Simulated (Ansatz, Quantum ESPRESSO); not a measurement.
# Y2COF MXene, 1 layer: response to a perpendicular field, part 2 of 7

Aim: how Y2COF MXene, 1 layer screens a field along its normal, and what the field does to its bands.

Quantum ESPRESSO 7.5; plane-wave DFT, PBE, GBRV ultrasoft pseudopotentials; geometry and cross-check by Ansatz 0.2.0 with PAW datasets.

So far: The starting structure; Geometry from Ansatz.

### 3. SCF with pw.x: no field

The zero-field run is the reference. tefield and dipfield are on already, so that all runs share k-points and boundary.

Level of this step: plane-wave DFT, PBE, GBRV ultrasoft pseudopotentials (Quantum ESPRESSO 7.5).

Contents of f0.in:

```
&control
  prefix = 'f0'
  outdir = './out'
  pseudo_dir = './pseudo'
  calculation = 'scf'
  tprnfor = .true.
  tefield = .true.
  dipfield = .true.
/
&system
  ibrav = 0
  nat = 5
  ntyp = 4
  ecutwfc = 40
  ecutrho = 200
  occupations = 'smearing'
  smearing = 'fd'
  degauss = 0.004
  edir = 3
  emaxpos = 0.97
  eopreg = 0.04
  eamp = 0.0
/
&electrons
  conv_thr = 1e-09
  mixing_beta = 0.4
  electron_maxstep = 120
  mixing_mode = 'plain'
/
ATOMIC_SPECIES
  F   18.9984  f_pbe_v1.4.uspp.F.UPF
  Y   88.9058  y_pbe_v1.4.uspp.F.UPF
  C   12.0110  c_pbe_v1.2.uspp.F.UPF
  O   15.9990  o_pbe_v1.2.uspp.F.UPF
CELL_PARAMETERS angstrom
  3.54630680050312 0.00000000000000 0.00000000000000
  -1.77315340025156 3.07119177884921 -0.00000000000000
  0.00000000000000 0.00000000000000 22.08373083160000
ATOMIC_POSITIONS crystal
  F   0.333333333333 0.666666666667 0.378674551785
  Y   0.666666666667 0.333333333333 0.432768353352
  C   -0.000000000000 -0.000000000000 0.492862234641
  Y   0.333333333333 0.666666666667 0.575268443728
  O   0.666666666667 0.333333333333 0.608274792994
K_POINTS automatic
  12 12 1 0 0 0
```

On the command line:

```bash
$ OMP_NUM_THREADS=1 mpirun -n 4 pw.x -nk 4 -in f0.in > f0.out
```

Output:

```text
Program PWSCF v.7.5 starts
[citation notice left out]

     Parallel version (MPI & OpenMP), running on       4 processor cores
     Number of MPI processes:                 4
     Threads/MPI process:                     1

     MPI processes distributed on     1 nodes
[...]
Current dimensions of program PWSCF are:
     Max number of different atomic species (ntypx) = 10
     Max number of k-points (npk) =  40000
     Max angular momentum in pseudopotentials (lmaxx) =  4
     Presently no symmetry can be used with electric field

     K-points division:     npool     =       4
     Subspace diagonalization in iterative solution of the eigenvalue problem:
     a serial algorithm will be used

     G-vector sticks info
     --------------------
     sticks:   dense  smooth     PW     G-vecs:    dense   smooth      PW
     Sum         613     499    163                77323    55627   10555

     Using Slab Decomposition

     bravais-lattice index     =            0
     lattice parameter (alat)  =       6.7015  a.u.
     unit-cell volume          =    1623.1262 (a.u.)^3
     number of atoms/cell      =            5
     number of atomic types    =            4
     number of electrons       =        39.00
     number of Kohn-Sham states=           24
     kinetic-energy cutoff     =      40.0000  Ry
     charge density cutoff     =     200.0000  Ry
     scf convergence threshold =      1.0E-09
     mixing beta               =       0.4000
     number of iterations used =            8  plain     mixing
     Exchange-correlation= SLA  PW   PBE  PBE
                           (   1   4   3   4   0   0   0)

     celldm(1)=   6.701549  celldm(2)=   0.000000  celldm(3)=   0.000000
     celldm(4)=   0.000000  celldm(5)=   0.000000  celldm(6)=   0.000000

     crystal axes: (cart. coord. in units of alat)
               a(1) = (   1.000000   0.000000   0.000000 )
               a(2) = (  -0.500000   0.866025  -0.000000 )
               a(3) = (   0.000000   0.000000   6.227248 )

     reciprocal axes: (cart. coord. in units 2 pi/alat)
               b(1) = (  1.000000  0.577350 -0.000000 )
               b(2) = (  0.000000  1.154701  0.000000 )
               b(3) = ( -0.000000  0.000000  0.160585 )

     PseudoPot. # 1 for F  read from file:
     ./pseudo/f_pbe_v1.4.uspp.F.UPF
     Pseudo is Ultrasoft, Zval =  7.0
     Generated by new atomic code, or converted to UPF format
     Using radial grid of  799 points,  4 beta functions with:
                l(1) =   0
                l(2) =   0
                l(3) =   1
                l(4) =   1
     Q(r) pseudized with  8 coefficients,  rinner =    0.950   0.950   0.950

     PseudoPot. # 2 for Y  read from file:
     ./pseudo/y_pbe_v1.4.uspp.F.UPF
     Pseudo is Ultrasoft + core correction, Zval = 11.0
     Generated by new atomic code, or converted to UPF format
     Using radial grid of  885 points,  6 beta functions with:
                l(1) =   0
                l(2) =   0
                l(3) =   1
                l(4) =   1
                l(5) =   2
                l(6) =   2
     Q(r) pseudized with  8 coefficients,  rinner =    1.200   1.200   1.200
                                                       1.200   1.200

     PseudoPot. # 3 for C  read from file:
     ./pseudo/c_pbe_v1.2.uspp.F.UPF
     Pseudo is Ultrasoft + core correction, Zval =  4.0
     Generated by new atomic code, or converted to UPF format
     Using radial grid of  721 points,  4 beta functions with:
                l(1) =   0
                l(2) =   0
                l(3) =   1
                l(4) =   1
     Q(r) pseudized with  8 coefficients,  rinner =    1.100   1.100   1.100

     PseudoPot. # 4 for O  read from file:
     ./pseudo/o_pbe_v1.2.uspp.F.UPF
     Pseudo is Ultrasoft + core correction, Zval =  6.0
     Generated by new atomic code, or converted to UPF format
     Using radial grid of  737 points,  5 beta functions with:
                l(1) =   0
                l(2) =   0
                l(3) =   1
                l(4) =   1
                l(5) =   2
     Q(r) pseudized with  8 coefficients,  rinner =    0.900   0.900   0.900
                                                       0.900   0.900

     atomic species   valence    mass     pseudopotential
     F                 7.00    18.99840     F ( 1.00)
     Y                11.00    88.90580     Y ( 1.00)
     C                 4.00    12.01100     C ( 1.00)
     O                 6.00    15.99900     O ( 1.00)

     No symmetry found

   Cartesian axes

     site n.     atom                  positions (alat units)
         1        F      tau(   1) = (  -0.0000000   0.5773503   2.3581002  )
         2        Y      tau(   2) = (   0.5000000   0.2886751   2.6949557  )
         3        C      tau(   3) = (   0.0000000   0.0000000   3.0691752  )
         4        Y      tau(   4) = (  -0.0000000   0.5773503   3.5823391  )
         5        O      tau(   5) = (   0.5000000   0.2886751   3.7878778  )

     number of k points=    74  Fermi-Dirac smearing, width (Ry)=  0.0040
                       cart. coord. in units 2pi/alat
        k(    1) = (   0.0000000   0.0000000   0.0000000), wk =   0.0138889
        k(    2) = (   0.0000000   0.0962250   0.0000000), wk =   0.0277778
        k(    3) = (   0.0000000   0.1924501   0.0000000), wk =   0.0277778
        k(    4) = (   0.0000000   0.2886751   0.0000000), wk =   0.0277778
        k(    5) = (   0.0000000   0.3849002   0.0000000), wk =   0.0277778
        k(    6) = (   0.0000000   0.4811252   0.0000000), wk =   0.0277778
        k(    7) = (   0.0000000  -0.5773503   0.0000000), wk =   0.0138889
        k(    8) = (   0.0833333   0.0481125   0.0000000), wk =   0.0277778
        k(    9) = (   0.0833333   0.1443376   0.0000000), wk =   0.0277778
        k(   10) = (   0.0833333   0.2405626   0.0000000), wk =   0.0277778
[...]
k(   74) = (  -0.5000000  -0.8660254   0.0000000), wk =   0.0138889

     Dense  grid:    77323 G-vectors     FFT dimensions: (  32,  32, 192)

     Smooth grid:    55627 G-vectors     FFT dimensions: (  27,  27, 180)

     Estimated max dynamical RAM per process >     171.41 MB

     Estimated total dynamical RAM >     629.01 MB

     Initial potential from superposition of free atoms

     starting charge      38.9910, renormalised to      39.0000

     negative rho (up, down):  5.413E-04 0.000E+00

     Adding external electric field

     Computed dipole along edir(3) :
        Dipole                0.0028 Ry au,          0.0072 Debye
[...]
estimated scf accuracy    <       0.03832285 Ry

     iteration #  6     ecut=    40.00 Ry     beta= 0.40
[...]
negative rho (up, down):  4.614E-04 0.000E+00

[...]
Dipole               -0.2003 Ry au,         -0.5090 Debye
[...]
total energy              =    -278.48911209 Ry
     estimated scf accuracy    <       0.00190358 Ry

     iteration #  7     ecut=    40.00 Ry     beta= 0.40
[...]
c_bands:  1 eigenvalues not converged
     c_bands:  1 eigenvalues not converged
     c_bands:  1 eigenvalues not converged
[...]
negative rho (up, down):  4.638E-04 0.000E+00

[...]
Dipole               -0.1806 Ry au,         -0.4590 Debye
[...]
total energy              =    -278.48967926 Ry
     estimated scf accuracy    <       0.00170723 Ry

     iteration #  8     ecut=    40.00 Ry     beta= 0.40
[...]
negative rho (up, down):  4.671E-04 0.000E+00

[...]
Dipole               -0.1665 Ry au,         -0.4233 Debye
[...]
total energy              =    -278.48967116 Ry
     estimated scf accuracy    <       0.00040600 Ry

     iteration #  9     ecut=    40.00 Ry     beta= 0.40
[...]
negative rho (up, down):  4.704E-04 0.000E+00

[...]
Dipole               -0.1686 Ry au,         -0.4285 Debye
[...]
total energy              =    -278.48973017 Ry
     estimated scf accuracy    <       0.00002050 Ry

     iteration # 10     ecut=    40.00 Ry     beta= 0.40
[...]
negative rho (up, down):  4.721E-04 0.000E+00

[...]
Dipole               -0.1675 Ry au,         -0.4258 Debye
[...]
total energy              =    -278.48973482 Ry
     estimated scf accuracy    <       0.00000381 Ry

     iteration # 11     ecut=    40.00 Ry     beta= 0.40
[...]
negative rho (up, down):  4.733E-04 0.000E+00

[...]
Dipole               -0.1679 Ry au,         -0.4268 Debye
[...]
total energy              =    -278.48973595 Ry
     estimated scf accuracy    <       0.00000091 Ry

     iteration # 12     ecut=    40.00 Ry     beta= 0.40
[...]
negative rho (up, down):  4.736E-04 0.000E+00

[...]
Dipole               -0.1682 Ry au,         -0.4274 Debye
[...]
total energy              =    -278.48973595 Ry
     estimated scf accuracy    <       0.00000023 Ry

     iteration # 13     ecut=    40.00 Ry     beta= 0.40
[...]
negative rho (up, down):  4.737E-04 0.000E+00

[...]
Dipole               -0.1681 Ry au,         -0.4274 Debye
[...]
total energy              =    -278.48973602 Ry
     estimated scf accuracy    <       0.00000002 Ry

     iteration # 14     ecut=    40.00 Ry     beta= 0.40
[...]
negative rho (up, down):  4.737E-04 0.000E+00

[...]
Dipole               -0.1681 Ry au,         -0.4274 Debye
[...]
total energy              =    -278.48973603 Ry
     estimated scf accuracy    <          9.9E-09 Ry

     iteration # 15     ecut=    40.00 Ry     beta= 0.40
[...]
negative rho (up, down):  4.738E-04 0.000E+00

[...]
Dipole               -0.1681 Ry au,         -0.4272 Debye
[...]
End of self-consistent calculation

          k = 0.0000 0.0000 0.0000 (  6961 PWs)   bands (ev):

   -42.2097 -40.8884 -24.8926 -22.0117 -21.9858 -21.9858 -21.1965 -20.6979
   -20.6979 -16.5673  -9.0544  -6.3065  -6.3065  -6.2360  -3.2474  -3.2474
    -2.9993  -1.4007  -0.2177  -0.2177   2.4619   3.3917   3.3918   3.5138

          k = 0.0000 0.0962 0.0000 (  6957 PWs)   bands (ev):

   -42.2056 -40.8837 -24.8989 -22.1274 -21.9952 -21.8921 -21.2025 -20.7725
   -20.7089 -16.4943  -9.0270  -6.3497  -6.2985  -6.1837  -3.3085  -3.1871
    -2.9153  -1.3358  -0.4222  -0.2547   2.5416   3.2952   3.4876   3.5643

          k = 0.0000 0.1925 0.0000 (  6950 PWs)   bands (ev):

   -42.1942 -40.8709 -24.9184 -22.2439 -22.0206 -21.8343 -21.2556 -20.9211
   -20.7388 -16.3168  -8.9451  -6.3829  -6.2788  -6.1313  -3.3738  -3.0232
    -2.7658  -1.3054  -0.7619  -0.3442   2.5754   3.2558   3.6254   3.7662

          k = 0.0000 0.2887 0.0000 (  6928 PWs)   bands (ev):

   -42.1787 -40.8533 -24.9509 -22.3194 -22.0551 -21.8354 -21.4338 -20.9836
   -20.7791 -16.1172  -8.8119  -6.3964  -6.2568  -6.1088  -3.4023  -2.8033
    -2.5976  -1.5657  -0.8537  -0.4414   2.4244   3.4178   3.8473   4.2060

          k = 0.0000 0.3849 0.0000 (  6924 PWs)   bands (ev):

   -42.1631 -40.8357 -24.9899 -22.3393 -22.0892 -21.8895 -21.6523 -20.9734
   -20.8189 -15.9576  -8.6445  -6.4498  -6.2403  -6.0800  -3.4401  -2.5921
    -2.4198  -1.7890  -0.9389  -0.5100   2.2384   3.8236   4.2959   4.7545

          k = 0.0000 0.4811 0.0000 (  6930 PWs)   bands (ev):

   -42.1516 -40.8226 -25.0226 -22.3150 -22.1140 -21.9691 -21.8062 -20.9526
   -20.8478 -15.8620  -8.4888  -6.5560  -6.2315  -6.0258  -3.4992  -2.4467
    -2.2611  -1.8609  -1.0653  -0.5406   2.1217   4.2270   4.6833   4.9844

[...]
the Fermi energy is    -0.5827 ev

!    total energy              =    -278.48973603 Ry
     estimated scf accuracy    <          7.3E-10 Ry
     smearing contrib. (-TS)   =      -0.00304998 Ry
     internal energy E=F+TS    =    -278.48668605 Ry

     The total energy is F=E-TS. E is the sum of the following terms:
     one-electron contribution =   -1720.75000083 Ry
     hartree contribution      =     866.16628644 Ry
     xc contribution           =     -75.13110981 Ry
     ewald contribution        =     651.22791946 Ry
     electric field correction =       0.00021868 Ry

     convergence has been achieved in  15 iterations

     negative rho (up, down):  4.738E-04 0.000E+00

     Forces acting on atoms (cartesian axes, Ry/au):

     atom    1 type  1   force =     0.00000000    0.00000015    0.00047187
     atom    2 type  2   force =     0.00000025   -0.00000034   -0.00010512
     atom    3 type  3   force =     0.00000002    0.00000023   -0.00018090
     atom    4 type  2   force =    -0.00000037   -0.00000016   -0.00055541
     atom    5 type  4   force =     0.00000010    0.00000012    0.00036956

     Total force =     0.000843     Total SCF correction =     0.000111
     SCF correction compared to forces is large: reduce conv_thr to get better values

[...]
=------------------------------------------------------------------------------=
   JOB DONE.
=------------------------------------------------------------------------------=
[key lines of the parts left out:]
Dipole field         -0.0013 Ry au,
```

Elapsed: 87 s, on 4 MPI ranks of Arm Neoverse V2, shared host; peak memory 0.65 GiB; 5.8 min of CPU time.

This step gave:

* free energy: -3789.0459 eV
* energy at zero smearing: -3789.0251 eV
* Fermi energy: -0.5827 eV
* dipole along the normal: -0.08894 e·Å

The run needed 15 iterations to bring the estimated error under 1e-09 Ry; the largest force on any atom, held or free, is 0.01 eV/Å.

### 4. Electrostatic potential

plot_num = 11 writes the bare and Hartree potential. It leaves out exchange and correlation, which fade slowly, so it flattens close to the surface.

Contents of f0.pot.in:

```
&inputpp
  prefix = 'f0'
  outdir = './out'
  filplot = 'f0.pot.dat'
  plot_num = 11
/
```

On the command line:

```bash
$ OMP_NUM_THREADS=1 mpirun -n 4 pp.x -in f0.pot.in > f0.pot.out
```

Run time: 1 s. Hardware: 4 MPI ranks; peak memory 0.1 GiB.

Read from the output:

```
work function of the upper face                                       : 5.975 eV
slope of the potential above                                          : 1.25e-5 eV/Å
upper vacuum line continued to the top atoms, over the Fermi level    : 5.975 eV
work function of the lower face                                       : 4.498 eV
slope of the potential below                                          : -9.88e-6 eV/Å
lower vacuum line continued to the bottom atoms, over the Fermi level : 4.498 eV
```

The vacuum is flat to 0.1 meV/Å, so its level is well defined. Inside the slab the curve depends on the local part of the pseudopotentials; only the vacuum level has a meaning of its own.

(Part 2 of 7 ends here.)

[Logs are printed without paths, hosts, clocks, repeated set-up lines and the standing remarks that a program may print on its own settings, such as how far it seeks lower states.]

[Hosts, paths, dates, database ids (printed as entryN), source tags and the programs' standing remarks are cut or masked in the printed files.]

[Maps of the electrostatic potential energy from Ansatz leave out the sawtooth potential of an applied field or a dipole correction, so their vacuum need not be flat; planar profiles and work functions include it.]
